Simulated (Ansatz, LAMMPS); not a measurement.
# Aqueous N(CH3)4+ and TFSI-, 0.9 mol of salt per kg of water, from a frame at 300 K (215 atoms): geometry optimisation

How does aqueous N(CH3)4+ and TFSI-, 0.9 mol of salt per kg of water, from a frame at 300 K (215 atoms) relax, and what do bonds, charges and levels look like afterwards?

Main program and level: Ansatz 0.2.0; Kohn-Sham DFT, RPBE+D3(BJ), PAW (set soft_2), plane waves.

Most raw output is cut from this account.

## (1) Set-up

The cell holds 215 atoms: 6 C, 2 N, 134 H, 2 S, 65 O and 6 F. Cell: a = 13.029 Å, b = 13.029 Å, c = 13.029 Å, α = 90.0°, β = 90.0°, γ = 90.0°. 61 H2O, 1 N(CH3)4+, 1 TFSI- placed at random, at 1.09 g/cm³; overlaps pushed apart, then 10 ps at 420 K with MMFF94 bonds, angles, torsions, charges and radii (Halgren, J. Comput. Chem. 17, 490 (1996)) in harmonic and 12-6 forms; SPC/E water (Berendsen, Grigera and Straatsma, J. Phys. Chem. 91, 6269 (1987)); charges of ions scaled by 0.85. Snapshot after 20 ps at 300 K and fixed volume.

What the set-up can't give: The network of contacts between molecules at the start is that of the classical potential that made the cell. The density was typed from a rule of thumb and may lie off the real one at this temperature. Sampling is at Γ alone, for a cell whose shortest periodic width is 13 Å.

## (2) Making the structure

A classical potential supplies the starting structure, since it reaches far longer times than DFT.

This step: classical MD, MMFF94 bonds, angles, torsions, charges and radii (Halgren, J. Comput. Chem. 17, 490 (1996)) in harmonic and 12-6 forms; SPC/E water (Berendsen, Grigera and Straatsma, J. Phys. Chem. 91, 6269 (1987)); charges of ions scaled by 0.85 (LAMMPS 22 Jul 2025 - Update 4).

in.lmp

```
# aqueous N(CH3)4+ and TFSI-, 0.9 mol of salt per kg of water
units real
atom_style full
boundary p p p
bond_style harmonic
angle_style harmonic
dihedral_style opls
improper_style harmonic
special_bonds lj 0 0 0.5 coul 0 0 0.75
read_data data.lmp
neigh_modify delay 0 every 1 check yes one 4000
comm_modify cutoff 12.0
timestep 0.5
thermo_style custom step time temp pe press density
thermo_modify norm yes
# push overlapping molecules apart
pair_style soft 2.6
pair_coeff * * 0.0
variable a equal ramp(1,60)
fix ad all adapt 1 pair soft a * * v_a
velocity all create 420 45834 mom yes dist gaussian
fix lim all nve/limit 0.03
fix lan all langevin 420 420 50 45835 zero yes
thermo 1000
run 3000 post no
unfix ad
pair_style lj/cut/coul/long 9.0
pair_modify mix arithmetic tail yes
pair_coeff 1 1 0.0678 3.3680   # C
pair_coeff 2 2 0.0721 3.3270   # N
pair_coeff 3 3 0.0216 2.5400   # H
pair_coeff 4 4 0.0721 3.5530   # N
pair_coeff 5 5 0.2681 3.4180   # S
pair_coeff 6 6 0.0763 3.0960   # O
# [... 22 lines left out ...]
compute msd all msd com yes
thermo 5000
fix md all nvt temp 300 300 100
run 20000 post no
print "== T300: mean square displacement over the hold $(c_msd[4]:%.2f) A^2"
unfix md
uncompute msd
write_dump all custom T300.dump id type xs ys zs modify sort id
```

The run is started by

```bash
> lmp -in in.lmp -log none -nocite
```

Run time: 27 s. Hardware: 1 thread of Arm Neoverse V2, shared host; peak memory 0.12 GiB.

The input also reads data.lmp (atoms, bonds and types; not printed here).

## (3) Single point at the start

The forces at the start show how far the geometry lies from a minimum of this functional.

input.yaml

```yaml
crystal:
  lattice:
    - [13.02916, 0.0, 0.0]
    - [0.0, 13.02916, 0.0]
    - [0.0, 0.0, 13.02916]
  atoms:
    - { symbol: C, position: [0.89026, 0.38048, 0.85566] }
    - { symbol: "N", position: [0.9611, 0.38054, 0.94275] }
    - { symbol: C, position: [0.96646, 0.27217, 0.98291] }
    - { symbol: C, position: [0.92466, 0.43938, 0.03517] }
    - { symbol: C, position: [0.0616, 0.42418, 0.90976] }
    - { symbol: H, position: [0.90238, 0.44628, 0.80489] }
    - { symbol: H, position: [0.81072, 0.37369, 0.87952] }
    - { symbol: H, position: [0.90084, 0.31137, 0.81272] }
    - { symbol: H, position: [0.99273, 0.22994, 0.91342] }
    - { symbol: H, position: [0.02248, 0.26578, 0.04146] }
    - { symbol: H, position: [0.89265, 0.24135, 0.00212] }
    - { symbol: H, position: [0.93416, 0.52253, 0.01694] }
    - { symbol: H, position: [0.98206, 0.42041, 0.09814] }
    - { symbol: H, position: [0.84512, 0.42107, 0.05216] }
    - { symbol: H, position: [0.04833, 0.50891, 0.89768] }
    - { symbol: H, position: [0.11968, 0.40398, 0.96501] }
    - { symbol: H, position: [0.08271, 0.3964, 0.83303] }
    - { symbol: "N", position: [0.86143, 0.90939, 0.01373] }
    - { symbol: S, position: [0.78378, 0.97901, 0.07221] }
    - { symbol: O, position: [0.71184, 0.93382, 0.1438] }
    - { symbol: O, position: [0.73783, 0.06025, 0.00835] }
    - { symbol: C, position: [0.87486, 0.04369, 0.15968] }
    - { symbol: F, position: [0.94242, 0.10804, 0.11255] }
    - { symbol: F, position: [0.93379, 0.97653, 0.21779] }
    - { symbol: F, position: [0.82003, 0.11188, 0.22314] }
    - { symbol: S, position: [0.80536, 0.83273, 0.94302] }
    - { symbol: O, position: [0.8756, 0.78043, 0.87574] }
    - { symbol: O, position: [0.71594, 0.87406, 0.89092] }
    - { symbol: C, position: [0.76585, 0.73823, 0.04021] }
    - { symbol: F, position: [0.78887, 0.64031, 0.0102] }
    - { symbol: F, position: [0.66202, 0.74538, 0.06341] }
    - { symbol: F, position: [0.81416, 0.75382, 0.13232] }
    [... 177 atom lines left out ...]
    - { symbol: O, position: [0.41901, 0.71361, 0.02996] }
    - { symbol: H, position: [0.4095, 0.73179, 0.10392] }
    - { symbol: H, position: [0.45893, 0.76902, 0.99493] }
    - { symbol: O, position: [0.03075, 0.77109, 0.49625] }
    - { symbol: H, position: [0.0688, 0.83581, 0.51221] }
    - { symbol: H, position: [0.0385, 0.72181, 0.55458] }
kpoints:
  mp_grid: { grid: [1, 1, 1] }
hamiltonian:
  xc: rpbe
  dispersion: d3bj
scf:
  occupations: { method: fermi_dirac, width: 0.05 }
output:
  forces: true
  stress: true
  populations: intrinsic
  dos:
    method: { smearing: { sigma: 0.15 } }
    de: 0.1
    projected: { site_lists: { C: [C], F: [F], H: [H], "N": ["N"], O: [O] } }
  eigenvalues: true
```

The run is started by

```bash
> ansatz run input.yaml --threads 4 --pin off --max-ram 8192MiB --backend cpu --events-out ev --progress --plain --runs-dir out
```

Run time: 45 s. Hardware: 4 threads of Arm Neoverse V2, shared host; peak memory 3.3 GiB.

Numbers from this run:

| Quantity | Value |
| --- | --- |
| free energy | -48136.7006 eV |
| free energy per atom | -223.8916 eV/atom |
| SCF cycles | 10 |
| pressure | -1.792 GPa |
| r.m.s. force component | 0.6208 eV/Å |
| longest force | 3.301 eV/Å |
| Fermi energy | 0.4564 eV |
| gap (highest filled to lowest empty level) | 4.281 eV |

The r.m.s. force component of 0.62 eV/Å and the pressure of -1.8 GPa set the starting point.

Neighbours are counted within 1.21 Å (H-O), 1.34 Å (H-C), 1.88 Å (O-S), 1.62 Å (C-F), 1.79 Å (C-N), 2.21 Å (C-S), 1.98 Å (N-S).

Length of the force by element and coordination:

```csv
element,coordination,atoms,mean length of the force (eV/Å),spread,least,most
C,all,6,2.39,0.788,1.35,3.30
F,all,6,1.49,0.551,0.973,2.40
H,all,134,0.991,0.321,0.281,1.69
N,all,2,1.50,0.0644,1.44,1.57
N,2,1,1.44,0,1.44,1.44
N,4,1,1.57,0,1.57,1.57
O,all,65,0.678,0.287,0.123,1.46
O,1,4,0.773,0.183,0.470,0.939
O,2,61,0.672,0.291,0.123,1.46
S,all,2,2.28,0.0022,2.28,2.28
```

## (4) Relaxation

With the cell held, the atoms are moved downhill towards a nearby minimum.

input.yaml, the sections that differ from step 3:

```yaml
output:
  forces: true
relax:
  f_tol: 0.05
  max_steps: 200
# crystal, kpoints, hamiltonian, scf: as in step 3
```

Wall time 10 min (4 threads); peak memory 3.2 GiB.

Step by step (22 of 33):

```csv
step,energy less that of the first step (eV),largest force component (eV/Å)
1,0.0000,3.0930
3,-7.9234,1.4478
4,-8.8870,1.8909
6,-10.3514,0.6041
7,-10.7630,0.4756
9,-11.1674,1.3337
10,-11.3752,0.2924
12,-11.4758,0.6832
13,-11.4574,1.4607
15,-11.5456,0.2881
16,-11.5711,0.3577
18,-11.6083,0.5804
19,-11.6549,0.1949
21,-11.6898,0.1877
22,-11.7025,0.3525
24,-11.7223,0.1917
25,-11.7278,0.1222
27,-11.7359,0.0905
28,-11.7382,0.1315
30,-11.7423,0.1049
31,-11.7444,0.0796
33,-11.7465,0.0390
```

Relaxation step 13 was tried and not accepted.

The atoms that moved most (Å):

```csv
atom,dx,dy,dz,length
F30,-1.112,0.333,-1.710,2.067
F32,-0.213,-1.009,-1.482,1.806
H11,-0.403,0.723,1.513,1.725
H9,-0.804,-0.034,1.404,1.619
H7,-0.430,0.257,1.416,1.502
H17,-0.642,-1.038,0.832,1.477
H115,-0.499,0.791,1.133,1.469
H6,-0.661,0.257,1.188,1.384
```

The relaxation changed the energy by -54.6 meV/atom, and atoms moved by 0.71 Å r.m.s., 2.1 Å at most.

## (5) Distances and neighbours after relaxation

Bonds before and after, by the cutoffs listed below:

```csv
pair,bonds before,bonds after,mean before (Å),mean after (Å),spread before (Å),spread after (Å)
H-O,122,122,1.000,0.988,0.000,0.006
H-C,12,12,1.095,1.093,0.024,0.001
O-S,4,4,1.453,1.465,0.013,0.006
C-F,6,6,1.381,1.344,0.016,0.006
C-N,4,4,1.491,1.501,0.018,0.002
C-S,2,2,1.844,1.877,0.004,0.010
N-S,2,2,1.550,1.587,0.008,0.003
```

Density 1.09 g/cm³, 10.29 Å³ an atom.

Pair distribution functions g(r), in bins of 0.2 Å:

```csv
r (Å),total,H-H,H-O,H-C,H-F,H-N,H-S
0.90,4.76,0.00,12.65,0.00,0.00,0.00,0.00
1.10,0.51,0.00,0.29,11.35,0.00,0.00,0.00
1.30,0.13,0.00,0.00,0.00,0.00,0.00,0.00
1.50,1.09,2.38,0.00,0.00,0.00,0.00,0.00
1.70,0.74,0.32,1.62,0.00,0.00,0.00,0.00
1.90,0.75,0.12,1.80,0.00,0.00,0.00,0.00
2.10,0.63,1.03,0.24,0.00,0.00,8.75,0.00
2.30,0.73,1.81,0.04,0.00,0.00,0.00,0.00
2.50,0.65,1.42,0.05,0.00,0.17,0.00,0.00
2.70,0.81,0.54,0.07,3.71,1.19,0.00,0.46
2.90,0.80,0.66,0.55,0.25,0.79,0.37,1.24
3.10,1.04,0.65,1.73,0.12,0.92,1.01,1.05
3.30,1.10,0.80,1.58,1.75,1.41,0.31,0.00
3.50,1.05,0.99,1.42,0.61,0.63,0.00,0.27
3.70,1.12,1.29,1.01,1.03,1.35,0.24,0.93
3.90,1.08,1.11,1.07,0.85,0.79,0.66,0.43
4.10,0.97,1.05,0.87,1.11,1.25,0.79,1.75
4.30,1.03,1.09,0.99,1.19,0.64,0.71,0.88
4.50,1.05,1.12,0.94,0.70,0.59,1.94,0.65
4.70,1.04,1.09,0.92,1.00,1.42,0.74,0.44
4.90,1.00,1.02,1.02,1.09,0.77,0.83,1.09
5.10,0.97,0.90,1.04,0.93,0.92,0.89,1.13
5.30,1.08,1.02,1.10,0.82,1.56,1.06,1.05
5.50,0.96,0.89,1.09,1.01,0.79,0.85,1.85
5.70,0.93,0.91,0.93,0.88,1.11,1.52,0.81
5.90,0.93,0.97,0.91,1.10,0.85,1.12,0.76
6.10,1.01,1.00,0.98,1.06,1.27,0.97,0.98
6.30,1.01,1.00,0.98,0.83,0.99,1.57,1.25
```

Bonds by pair of elements; cutoffs follow the first minimum of g(r), held within bounds set by covalent radii, and pairs that aren't listed don't count as bonded:

```csv
pair A-B,cutoff (Å),bonds,mean length (Å),spread (Å),shortest (Å),B about A,A about B
H-O,1.21,122,0.988,0.006,0.972,0.91,1.88
H-C,1.34,12,1.09,0.001,1.09,0.09,2
O-S,1.88,4,1.47,0.006,1.46,0.062,2
C-F,1.62,6,1.34,0.006,1.33,1,1
C-N,1.79,4,1.50,0.002,1.50,0.667,2
C-S,2.21,2,1.88,0.01,1.87,0.333,1
N-S,1.98,2,1.59,0.003,1.58,1,1
```

How many atoms have how many bonded neighbours:

```csv
element,mean,1,2,4
C,4,0,0,6
F,1,6,0,0
H,1,134,0,0
N,3,0,1,1
O,1.94,4,61,0
S,4,0,0,2
```

Bond angles, per cent of each kind in bins of 5°:

```csv
angle (°),H-O-H,H-C-N,H-C-H
100–105,63.9,0.0,0.0
105–110,36.1,100.0,0.0
110–115,0.0,0.0,100.0
```

Bond angles (no mean is given where the spread exceeds 20°):

```csv
angle,count,mean (°),spread (°)
H-O-H,61,104,2
H-C-N,12,108,0.4
H-C-H,12,111,0.4
C-N-C,6,110,0.2
F-C-S,6,109,1.5
```

Hydrogen bonds between water molecules (O–O under 3.5 Å, H–O···O angle under 30°):

```csv
hydrogen bonds to other water,molecules
0,0
1,0
2,2
3,12
4,47
```

Bond length by coordination (bonds to H left out):

```csv
element,coordination,atoms,mean bond length (Å)
N,2,1,1.59
N,4,1,1.50
O,1,4,1.47
```

By these cutoffs all C atoms have 4, all F atoms have 1, all H atoms have 1 and 50 % of N atoms have 2 and as many 4 bonded neighbours. The H-O-H angle averages 104° with a spread of 2°. The 61 water molecules hold 3.74 hydrogen bonds each to other water on average, with a mean O–O distance of 2.80 Å.

(Part 1 of 2 ends here.)

[Logs are printed without paths, hosts, clocks, repeated set-up lines and the standing remarks that a program may print on its own settings, such as how far it seeks lower states.]

[Hosts, paths, dates, database ids (printed as entryN), source tags and the programs' standing remarks are cut or masked in the printed files.]

[The MMFF94 radii named for the starting cell were scaled by 0.96; in molecules described by MMFF94, hydrogen bound to N, O or S took a small fixed 12-6 site in their place.]
